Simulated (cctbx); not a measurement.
# A disordered crystal of nominal Li4FeCu3S6O2

Cell a = 6.9110 Å, b = 6.9110 Å, c = 17.0750 Å, α = 90.00°, β = 90.00°, γ = 120.00°; space group R-3m (no. 166); nominal formula Li4FeCu3S6O2.

The data are simulated with cctbx, not measured: Ag Kα, λ = 0.56087 Å, to d = 0.84 Å, 80 % of the full sphere, strongest reflection 20000 counts, noise from counting, a 3 % proportional error and a noise floor of 2 counts (s.d.); no absorption.

With every site full:

```text
Rint 0.030, 180 unique reflections to 0.84 A
cycle     R1     wR2    GooF  max shift (A)
   1  0.1769  0.4044  12.493   0.00235
   3  0.0160  0.0394   1.217   0.00000
final R1 0.0160 wR2 0.0394 GooF 1.217  parameters 21  data/parameter 8.6
atom        x        y        z      Ueq    occ   su(xyz)  su(Uiso or U11)
Cu1    0.50000  0.50000  0.00000   0.0337  1.000  0.00000  0.0003
Fe2    0.00000  0.00000  0.00000   0.0172  1.000  0.00000  0.0003
S1     0.16857  0.83143  0.07643   0.0371  1.000  0.00009  0.0004
O1     0.66667  0.33333  0.07368   0.0378  1.000  0.00025  0.0013
Li1    0.83333  0.16667  0.16667   0.0598  1.000  0.00000  0.0049
Li2    0.33333  0.66667  0.16667   0.0690  1.000  0.00000  0.0071
difference map: max 0.40 min -0.30 rms 0.08
Q1    0.0000  0.0000  0.0570    6    0.40  0.97 A from Fe2
Q2    0.0408  0.0817  0.9782   18    0.37  0.61 A from Fe2
Q3    0.0000  0.0000  0.2037    6    0.30  0.96 A from O1
Q4    0.1138  0.2277  0.4397   18    0.29  1.71 A from Li2
Q5    0.0000  0.0000  0.1268    6    0.29  2.11 A from Li1
Q6    0.1042  0.2085  0.6227   18    0.27  0.91 A from S1
```

With the occupancies of the suspect sites free, each still typed as its main element:

```text
Rint 0.030, 180 unique reflections to 0.84 A
cycle     R1     wR2    GooF  max shift (A)
   1  0.2218  0.4520  14.050   0.00162
   7  0.0135  0.0340   1.056   0.00006
final R1 0.0135 wR2 0.0339 GooF 1.055  parameters 23  data/parameter 7.8
atom        x        y        z      Ueq    occ   su(xyz)  su(Uiso or U11)
Cu1    0.50000  0.50000  0.00000   0.0332  0.996  0.00000  0.0003
Fe2    0.00000  0.00000  0.00000   0.0187  1.026  0.00000  0.0004
S1     0.16860  0.83140  0.07641   0.0369  1.000  0.00008  0.0004
O1     0.66667  0.33333  0.07391   0.0382  1.000  0.00022  0.0011
Li1    0.83333  0.16667  0.16667   0.0593  1.000  0.00000  0.0042
Li2    0.33333  0.66667  0.16667   0.0723  1.000  0.00000  0.0066
su of occupancy Cu1: 0.004
su of occupancy Fe2: 0.005
difference map: max 0.30 min -0.40 rms 0.07
Q1    0.0000  0.0000  0.0434    6    0.31  0.74 A from Fe2
Q2    0.0937  0.5468  0.1057   18    0.26  1.77 A from Li2
Q3    0.0000  0.0000  0.2201    6    0.22  0.67 A from O1
Q4    0.1103  0.2207  0.6221   18    0.22  0.85 A from S1
Q5    0.0996  0.1992  0.7497   18    0.21  1.20 A from O1
Q6    0.0029  0.1660  0.0970   36    0.21  1.22 A from S1
```

**Question.** What is the disorder?

X-rays count electrons. Cu1 refines to 0.996(0.004), or 28.9 electrons; the site truly holds 0.95 Cu and 0.05 Fe, 28.8 electrons, which is 0.995 of Cu; Fe2 refines to 1.026(0.005), or 26.7 electrons; the site truly holds 0.85 Fe and 0.15 Cu, 26.4 electrons, which is 1.017 of Fe. A value under 1 can't tell vacancies from a lighter guest, and one over 1 needs a heavier guest; chemistry or a second radiation must settle which. Occupancy correlates with U and the scale, and the two elements' form factors differ in shape, so the match is approximate.

Freeing them takes R1 from 0.0160 to 0.0135 and GooF from 1.22 to 1.05.

The model was made for the exercise: a known structure type with other elements put in, its volume estimated, not relaxed; displacement parameters are assumed.

[Middle refinement cycles are left out of these outputs.]

[Logs are printed without paths, hosts, clocks, repeated set-up lines and the standing remarks that a program may print on its own settings, such as how far it seeks lower states.]
